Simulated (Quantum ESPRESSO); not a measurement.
# GaCo: parallel and opposed starts

A self-consistent run ends on one state, which hangs on the start. Several orders of GaCo are started in Quantum ESPRESSO and their energies compared.

Method: LDA; plane waves with GBRV 1.5 LDA potentials, no spin-orbit coupling, in Quantum ESPRESSO 7.5.

### Step 1. Set-up

The structure is cubic, space group Pm-3m (No. 221). The conventional cell has a = 2.878 Å, b = 2.878 Å, c = 2.878 Å, α = 90.00°, β = 90.00°, γ = 90.00°. Nearest to Ga lie 8 Co at 2.49 Å. Co has 8 Ga at 2.49 Å nearest. Farther neighbours are not listed.

The cell comes from the Crystallography Open Database.

### Step 2. Start 1: ferro +

The signs are those of the starting moments on the seeded atoms, the atoms that are given a moment.

pw.in

```
&CONTROL
  calculation = 'scf'
  prefix = 'pwscf'
  outdir = './tmp'
  pseudo_dir = './pseudo'
  disk_io = 'nowf'
/
&SYSTEM
  ibrav = 0
  celldm(1) = 8
  nat = 2
  ntyp = 2
  ecutwfc = 40
  ecutrho = 280
  nbnd = 26
  occupations = 'smearing'
  smearing = 'fd'
  degauss = 0.00999582
  nspin = 2
  starting_magnetization(1) = 0
  starting_magnetization(2) = 0.1176
/
&ELECTRONS
  conv_thr = 4d-09
  electron_maxstep = 150
  mixing_beta = 0.3
/
ATOMIC_SPECIES
Ga     69.7230 ga_lda_v1.4.uspp.F.UPF
Co     58.9332 co_lda_v1.2.uspp.F.UPF
CELL_PARAMETERS alat
   0.6798289733341    0.0000000000000    0.0000000000000
   0.0000000000000    0.6798289733341    0.0000000000000
   0.0000000000000    0.0000000000000    0.6798289733341
ATOMIC_POSITIONS crystal
Ga      0.5000000000    0.5000000000    0.5000000000
Co      0.0000000000    0.0000000000    0.0000000000
K_POINTS automatic
10 10 10 0 0 0
```

Started as:

```console
$ OMP_NUM_THREADS=1 mpirun -n 2 pw.x -nk 2 -in pw.in > pw.out
```

What it wrote:

```text
Program PWSCF v.7.5 starts

     Message from routine setup:
     using ibrav=0 with symmetry is DISCOURAGED, use correct ibrav instead

     K-points division:     npool     =       2
     Subspace diagonalization in iterative solution of the eigenvalue problem:

     G-vector sticks info
     --------------------
     sticks:   dense  smooth     PW     G-vecs:    dense   smooth      PW
     Sum         665     373    129                12797     5449    1045

     Using Slab Decomposition

     bravais-lattice index     =            0
     lattice parameter (alat)  =       8.0000  a.u.
     unit-cell volume          =     160.8677 (a.u.)^3
     number of atoms/cell      =            2
     number of atomic types    =            2
     number of electrons       =        36.00
     number of Kohn-Sham states=           26
     kinetic-energy cutoff     =      40.0000  Ry
     charge density cutoff     =     280.0000  Ry
     scf convergence threshold =      4.0E-09
     mixing beta               =       0.3000
     number of iterations used =            8  plain     mixing
     Exchange-correlation= SLA  PZ   NOGX NOGC
                           (   1   1   0   0   0   0   0)

     celldm(1)=   8.000000  celldm(2)=   0.000000  celldm(3)=   0.000000
     celldm(4)=   0.000000  celldm(5)=   0.000000  celldm(6)=   0.000000

     crystal axes: (cart. coord. in units of alat)
               a(1) = (   0.679829   0.000000   0.000000 )
               a(2) = (   0.000000   0.679829   0.000000 )
               a(3) = (   0.000000   0.000000   0.679829 )

     reciprocal axes: (cart. coord. in units 2 pi/alat)
               b(1) = (  1.470958  0.000000  0.000000 )
               b(2) = (  0.000000  1.470958  0.000000 )
               b(3) = (  0.000000  0.000000  1.470958 )

     PseudoPot. # 1 for Ga read from file:
     ga_lda_v1.4.uspp.F.UPF
     Pseudo is Ultrasoft + core correction, Zval = 19.0
     Generated by new atomic code, or converted to UPF format
     Using radial grid of  871 points,  6 beta functions with:
                l(1) =   0
                l(2) =   0
                l(3) =   1
                l(4) =   1
                l(5) =   2
                l(6) =   2
     Q(r) pseudized with  8 coefficients,  rinner =    1.250   1.250   1.250
                                                       1.250   1.250

     PseudoPot. # 2 for Co read from file:
     co_lda_v1.2.uspp.F.UPF
     Pseudo is Ultrasoft + core correction, Zval = 17.0
     Generated by new atomic code, or converted to UPF format
     Using radial grid of  863 points,  6 beta functions with:
                l(1) =   0
                l(2) =   0
                l(3) =   1
                l(4) =   1
                l(5) =   2
                l(6) =   2
     Q(r) pseudized with  8 coefficients,  rinner =    1.200   1.200   1.200
                                                       1.200   1.200

     atomic species   valence    mass     pseudopotential
     Ga               19.00    69.72300     Ga( 1.00)
     Co               17.00    58.93320     Co( 1.00)

     Starting magnetic structure
     atomic species   magnetization
     Ga              0.000
     Co              0.118

     48 Sym. Ops., with inversion, found

   Cartesian axes

     site n.     atom                  positions (alat units)
         1        Ga     tau(   1) = (   0.3399145   0.3399145   0.3399145  )
         2        Co     tau(   2) = (   0.0000000   0.0000000   0.0000000  )

     number of k points=    56  Fermi-Dirac smearing, width (Ry)=  0.0100
                       cart. coord. in units 2pi/alat
        k(    1) = (   0.0000000   0.0000000   0.0000000), wk =   0.0010000
        k(    2) = (   0.0000000   0.0000000   0.1470958), wk =   0.0060000
        k(    3) = (   0.0000000   0.0000000   0.2941916), wk =   0.0060000
        k(    4) = (   0.0000000   0.0000000   0.4412875), wk =   0.0060000
        k(    5) = (   0.0000000   0.0000000   0.5883833), wk =   0.0060000
        [... 51 further k-points ...]

     Dense  grid:    12797 G-vectors     FFT dimensions: (  30,  30,  30)

     Smooth grid:     5449 G-vectors     FFT dimensions: (  24,  24,  24)

     Check: negative core charge=   -0.000030
     Generating pointlists ...
     new r_m :   0.2429 (alat units)  1.9429 (a.u.) for type    1
     new r_m :   0.2429 (alat units)  1.9429 (a.u.) for type    2

     Initial potential from superposition of free atoms

     starting charge      34.0000, renormalised to      36.0000
     Starting wfcs are   25 randomized atomic wfcs +    1 random wfcs

     Self-consistent Calculation

     iteration #  1     ecut=    40.00 Ry     beta= 0.30
     Davidson diagonalization with overlap
     ethr =  1.00E-02,  avg # of iterations =  4.3

     total energy              =    -709.69557335 Ry
     estimated scf accuracy    <      15.15322916 Ry

     total magnetization       =     1.33 Bohr mag/cell
     absolute magnetization    =     1.48 Bohr mag/cell

     iteration #  2     ecut=    40.00 Ry     beta= 0.30
     Davidson diagonalization with overlap
     ethr =  1.00E-02,  avg # of iterations =  2.1

     total energy              =    -712.66645156 Ry
     estimated scf accuracy    <       3.16066623 Ry

     total magnetization       =     0.28 Bohr mag/cell
     absolute magnetization    =     0.42 Bohr mag/cell

     iteration #  3     ecut=    40.00 Ry     beta= 0.30
     Davidson diagonalization with overlap
     ethr =  8.78E-03,  avg # of iterations =  2.0

     total energy              =    -713.23085116 Ry
     estimated scf accuracy    <       1.16547436 Ry

     total magnetization       =     0.88 Bohr mag/cell
     absolute magnetization    =     1.12 Bohr mag/cell

     [... further iterations left out ...]

     iteration # 13     ecut=    40.00 Ry     beta= 0.30
     Davidson diagonalization with overlap
     ethr =  6.38E-09,  avg # of iterations =  2.2

     total energy              =    -713.36418898 Ry
     estimated scf accuracy    <       0.00000018 Ry

     total magnetization       =    -0.00 Bohr mag/cell
     absolute magnetization    =     0.01 Bohr mag/cell

     iteration # 14     ecut=    40.00 Ry     beta= 0.30
     Davidson diagonalization with overlap
     ethr =  4.96E-10,  avg # of iterations =  2.7

     total energy              =    -713.36418953 Ry
     estimated scf accuracy    <          5.6E-09 Ry

     total magnetization       =    -0.00 Bohr mag/cell
     absolute magnetization    =     0.00 Bohr mag/cell

     iteration # 15     ecut=    40.00 Ry     beta= 0.30
     Davidson diagonalization with overlap
     ethr =  1.55E-11,  avg # of iterations =  1.2

     total energy              =    -713.36418952 Ry
     estimated scf accuracy    <          4.4E-09 Ry

     total magnetization       =    -0.00 Bohr mag/cell
     absolute magnetization    =     0.00 Bohr mag/cell

     iteration # 16     ecut=    40.00 Ry     beta= 0.30
     Davidson diagonalization with overlap
     ethr =  1.23E-11,  avg # of iterations =  2.4

     Magnetic moment per site  (integrated on atomic sphere of radius R)
     atom   1 (R=0.243)  charge= 17.2342  magn= -0.0000
     atom   2 (R=0.243)  charge= 15.7060  magn=  0.0002

     End of self-consistent calculation

     Number of k-points >= 100: set verbosity='high' to print the bands.

     the Fermi energy is    17.4660 ev

!    total energy              =    -713.36418954 Ry
     estimated scf accuracy    <          3.8E-10 Ry
     smearing contrib. (-TS)   =      -0.00559516 Ry
     internal energy E=F+TS    =    -713.35859437 Ry

     The total energy is F=E-TS. E is the sum of the following terms:
     one-electron contribution =    -443.13657224 Ry
     hartree contribution      =     244.29657047 Ry
     xc contribution           =     -80.16412792 Ry
     ewald contribution        =    -434.35446468 Ry

     total magnetization       =     0.00 Bohr mag/cell
     absolute magnetization    =     0.00 Bohr mag/cell

     convergence has been achieved in  16 iterations

=------------------------------------------------------------------------------=
   JOB DONE.
=------------------------------------------------------------------------------=
```

It took 19 s on 2 MPI ranks of Arm Neoverse V2, shared host; peak memory 0.18 GiB.

Spin moment in the atom's sphere by atom:

| atom | spin moment in the atom's sphere (μB) |
| --- | --- |
| Ga1 | 0.0000 |
| Co2 | 0.0002 |

This step gave:

```yaml
smearing_term_ts: 0.07613 eV
magnetization: 0 μB
absolute_magnetization: 0 μB
final_state: non-magnetic
```

### Step 3. Run 2, typed as antiferro q=(1/2,1/2,1/2) +−

This order needs a doubled cell of 4 atoms. The wavevector q is in fractions of the reciprocal vectors of the crystal's primitive cell, as the cells of these inputs are built from it; moments change sign between cells as cos(2π q·R).

pw.in

```
&CONTROL
  calculation = 'scf'
  prefix = 'pwscf'
  outdir = './tmp'
  pseudo_dir = './pseudo'
  disk_io = 'nowf'
/
&SYSTEM
  ibrav = 0
  celldm(1) = 8
  nat = 4
  ntyp = 3
  ecutwfc = 40
  ecutrho = 280
  nbnd = 46
  occupations = 'smearing'
  smearing = 'fd'
  degauss = 0.00999582
  nspin = 2
  starting_magnetization(1) = 0
  starting_magnetization(2) = 0.1176
  starting_magnetization(3) = -0.1176
/
&ELECTRONS
  conv_thr = 8d-09
  electron_maxstep = 150
  mixing_beta = 0.3
/
ATOMIC_SPECIES
Ga     69.7230 ga_lda_v1.4.uspp.F.UPF
Co1    58.9332 co_lda_v1.2.uspp.F.UPF
Co2    58.9332 co_lda_v1.2.uspp.F.UPF
CELL_PARAMETERS alat
   1.3596579466682    0.0000000000000    0.0000000000000
   0.6798289733341    0.6798289733341    0.0000000000000
   0.6798289733341    0.0000000000000    0.6798289733341
ATOMIC_POSITIONS crystal
Ga      0.7500000000    0.5000000000    0.5000000000
Ga      0.2500000000    0.5000000000    0.5000000000
Co1     0.0000000000    0.0000000000    0.0000000000
Co2     0.5000000000    0.0000000000    0.0000000000
K_POINTS automatic
5 10 10 0 0 0
```

What it wrote:

```text
[banner, memory and clock lines left out]
Program PWSCF v.7.5 starts

     Message from routine setup:
     using ibrav=0 with symmetry is DISCOURAGED, use correct ibrav instead

     bravais-lattice index     =            0
     lattice parameter (alat)  =       8.0000  a.u.
     unit-cell volume          =     321.7355 (a.u.)^3
     number of atoms/cell      =            4
     number of atomic types    =            3
     number of electrons       =        72.00
     number of Kohn-Sham states=           46
     kinetic-energy cutoff     =      40.0000  Ry
     charge density cutoff     =     280.0000  Ry
     scf convergence threshold =      8.0E-09
     mixing beta               =       0.3000
     number of iterations used =            8  plain     mixing
     Exchange-correlation= SLA  PZ   NOGX NOGC
                           (   1   1   0   0   0   0   0)

     celldm(1)=   8.000000  celldm(2)=   0.000000  celldm(3)=   0.000000
     celldm(4)=   0.000000  celldm(5)=   0.000000  celldm(6)=   0.000000

     crystal axes: (cart. coord. in units of alat)
               a(1) = (   1.359658   0.000000   0.000000 )
               a(2) = (   0.679829   0.679829   0.000000 )
               a(3) = (   0.679829   0.000000   0.679829 )

     reciprocal axes: (cart. coord. in units 2 pi/alat)
               b(1) = (  0.735479 -0.735479 -0.735479 )
               b(2) = (  0.000000  1.470958  0.000000 )
               b(3) = (  0.000000  0.000000  1.470958 )

     PseudoPot. # 1 for Ga read from file:
     ga_lda_v1.4.uspp.F.UPF
     Pseudo is Ultrasoft + core correction, Zval = 19.0

     PseudoPot. # 2 for Co read from file:
     co_lda_v1.2.uspp.F.UPF
     Pseudo is Ultrasoft + core correction, Zval = 17.0

     PseudoPot. # 3 for Co read from file:
     co_lda_v1.2.uspp.F.UPF
     Pseudo is Ultrasoft + core correction, Zval = 17.0

     atomic species   valence    mass     pseudopotential
     Ga               19.00    69.72300     Ga( 1.00)
     Co1              17.00    58.93320     Co( 1.00)
     Co2              17.00    58.93320     Co( 1.00)

     Starting magnetic structure
     atomic species   magnetization
     Ga              0.000
     Co1             0.118
     Co2            -0.118

     48 Sym. Ops., with inversion, found

   Cartesian axes

     site n.     atom                  positions (alat units)
         1        Ga     tau(   1) = (   1.6995724   0.3399145   0.3399145  )
         2        Ga     tau(   2) = (   1.0197435   0.3399145   0.3399145  )
         3        Co1    tau(   3) = (   0.0000000   0.0000000   0.0000000  )
         4        Co2    tau(   4) = (   0.6798290   0.0000000   0.0000000  )

     number of k points=    28  Fermi-Dirac smearing, width (Ry)=  0.0100
                       cart. coord. in units 2pi/alat
        k(    1) = (   0.0000000   0.0000000   0.0000000), wk =   0.0020000
        k(    2) = (   0.0000000   0.0000000   0.1470958), wk =   0.0120000
        k(    3) = (   0.0000000   0.0000000   0.2941916), wk =   0.0120000
        k(    4) = (   0.0000000   0.0000000   0.4412875), wk =   0.0120000
        k(    5) = (   0.0000000   0.0000000   0.5883833), wk =   0.0120000
        [... 23 further k-points ...]

     Dense  grid:    25509 G-vectors     FFT dimensions: (  60,  45,  45)

     Smooth grid:    10969 G-vectors     FFT dimensions: (  45,  32,  32)

     Check: negative core charge=   -0.000029
     Generating pointlists ...
     new r_m :   0.2429 (alat units)  1.9429 (a.u.) for type    1
     new r_m :   0.2429 (alat units)  1.9429 (a.u.) for type    2
     new r_m :   0.2429 (alat units)  1.9429 (a.u.) for type    3

     Initial potential from superposition of free atoms

     starting charge      68.0000, renormalised to      72.0000
     Starting wfcs are   50 randomized atomic wfcs

     Self-consistent Calculation

     iteration #  1     ecut=    40.00 Ry     beta= 0.30
     Davidson diagonalization with overlap
     ethr =  1.00E-02,  avg # of iterations =  3.4

     total energy              =   -1419.83220900 Ry
     estimated scf accuracy    <      29.36385222 Ry

     total magnetization       =    -0.00 Bohr mag/cell
     absolute magnetization    =     1.86 Bohr mag/cell

     iteration #  2     ecut=    40.00 Ry     beta= 0.30
     Davidson diagonalization with overlap
     ethr =  1.00E-02,  avg # of iterations =  2.9

     total energy              =   -1425.30831376 Ry
     estimated scf accuracy    <       6.46255804 Ry

     total magnetization       =     0.00 Bohr mag/cell
     absolute magnetization    =     0.71 Bohr mag/cell

     [... further iterations left out ...]

     iteration # 14     ecut=    40.00 Ry     beta= 0.30
     Davidson diagonalization with overlap
     ethr =  1.38E-10,  avg # of iterations =  2.0

     total energy              =   -1426.72839096 Ry
     estimated scf accuracy    <       0.00000009 Ry

     total magnetization       =     0.00 Bohr mag/cell
     absolute magnetization    =     0.00 Bohr mag/cell

     iteration # 15     ecut=    40.00 Ry     beta= 0.30
     Davidson diagonalization with overlap
     ethr =  1.22E-10,  avg # of iterations =  1.2

     Magnetic moment per site  (integrated on atomic sphere of radius R)
     atom   1 (R=0.243)  charge= 17.2345  magn= -0.0000
     atom   2 (R=0.243)  charge= 17.2345  magn= -0.0000
     atom   3 (R=0.243)  charge= 15.7060  magn=  0.0002
     atom   4 (R=0.243)  charge= 15.7060  magn=  0.0001

     End of self-consistent calculation

     [... lines left out ...]
     the Fermi energy is    17.4660 ev

!    total energy              =   -1426.72839097 Ry
     estimated scf accuracy    <          5.3E-10 Ry
     smearing contrib. (-TS)   =      -0.01119040 Ry
     internal energy E=F+TS    =   -1426.71720057 Ry

     The total energy is F=E-TS. E is the sum of the following terms:
     one-electron contribution =    -886.27323620 Ry
     hartree contribution      =     488.59324208 Ry
     xc contribution           =    -160.32827707 Ry
     ewald contribution        =    -868.70892937 Ry

     total magnetization       =     0.00 Bohr mag/cell
     absolute magnetization    =     0.00 Bohr mag/cell

     convergence has been achieved in  15 iterations
```

Elapsed: 47 s, on 2 MPI ranks; peak memory 0.27 GiB; 95 s of CPU time.

Spin moment in the atom's sphere by atom:

```
atom  spin moment in the atom's sphere (μB)
 Ga1                                 0.0000
 Ga2                                 0.0000
 Co3                                 0.0002
 Co4                                 0.0001
```

Read from the output:

```yaml
smearing_term_ts: 0.1523 eV
magnetization: 0 μB
absolute_magnetization: 0 μB
final_state: non-magnetic
```

### Step 4. Run 3 (antiferro q=(0,1/2,1/2) +−)

This order needs a doubled cell of 4 atoms.

pw.in, as its differences from that of step 3:

```diff
@@ -33,11 +33,11 @@
 CELL_PARAMETERS alat
-   1.3596579466682    0.0000000000000    0.0000000000000
-   0.6798289733341    0.6798289733341    0.0000000000000
-   0.6798289733341    0.0000000000000    0.6798289733341
+   0.6798289733341    0.0000000000000    0.0000000000000
+   0.0000000000000    1.3596579466682    0.0000000000000
+   0.0000000000000    0.6798289733341    0.6798289733341
 ATOMIC_POSITIONS crystal
-Ga      0.7500000000    0.5000000000    0.5000000000
-Ga      0.2500000000    0.5000000000    0.5000000000
+Ga      0.5000000000    0.0000000000    0.5000000000
+Ga      0.5000000000    0.5000000000    0.5000000000
 Co1     0.0000000000    0.0000000000    0.0000000000
-Co2     0.5000000000    0.0000000000    0.0000000000
+Co2     0.0000000000    0.5000000000    0.0000000000
 K_POINTS automatic
-5 10 10 0 0 0
+10 5 10 0 0 0
```

What it wrote:

```text
     [... lines left out ...]
Program PWSCF v.7.5 starts
     [... lines left out ...]
     number of atoms/cell      =            4
     [... lines left out ...]
     number of electrons       =        72.00
     number of Kohn-Sham states=           46
     kinetic-energy cutoff     =      40.0000  Ry
     charge density cutoff     =     280.0000  Ry
     scf convergence threshold =      8.0E-09
     [... lines left out ...]
     16 Sym. Ops., with inversion, found
     [... lines left out ...]
     number of k points=    72  Fermi-Dirac smearing, width (Ry)=  0.0100
     [... lines left out ...]
     iteration # 18     ecut=    40.00 Ry     beta= 0.30
     [... lines left out ...]
     Magnetic moment per site  (integrated on atomic sphere of radius R)
     atom   1 (R=0.243)  charge= 17.2345  magn=  0.0000
     atom   2 (R=0.243)  charge= 17.2345  magn=  0.0000
     atom   3 (R=0.243)  charge= 15.7058  magn= -0.0005
     atom   4 (R=0.243)  charge= 15.7058  magn=  0.0005
     [... lines left out ...]
     the Fermi energy is    17.4660 ev
!    total energy              =   -1426.72838417 Ry
     estimated scf accuracy    <          2.2E-09 Ry
     smearing contrib. (-TS)   =      -0.01119041 Ry
     [... lines left out ...]
     total magnetization       =    -0.00 Bohr mag/cell
     absolute magnetization    =     0.00 Bohr mag/cell
     convergence has been achieved in  18 iterations
```

Run time: 2.2 min. Hardware: 2 MPI ranks; peak memory 0.35 GiB.

(Continued in part 2 of 2.)

[Logs and program files are shortened in this print: banners, set-up blocks, solver, clock and traceback lines can be left out without a mark of their own.]

[Logs are printed without paths, hosts, clocks, repeated set-up lines and the standing remarks that a program may print on its own settings, such as how far it seeks lower states.]

[Hosts, paths, dates, database ids (printed as entryN), source tags and the programs' standing remarks are cut or masked in the printed files.]

[Where a cell is said to come from a database of computed structures, the database is the Materials Project.]
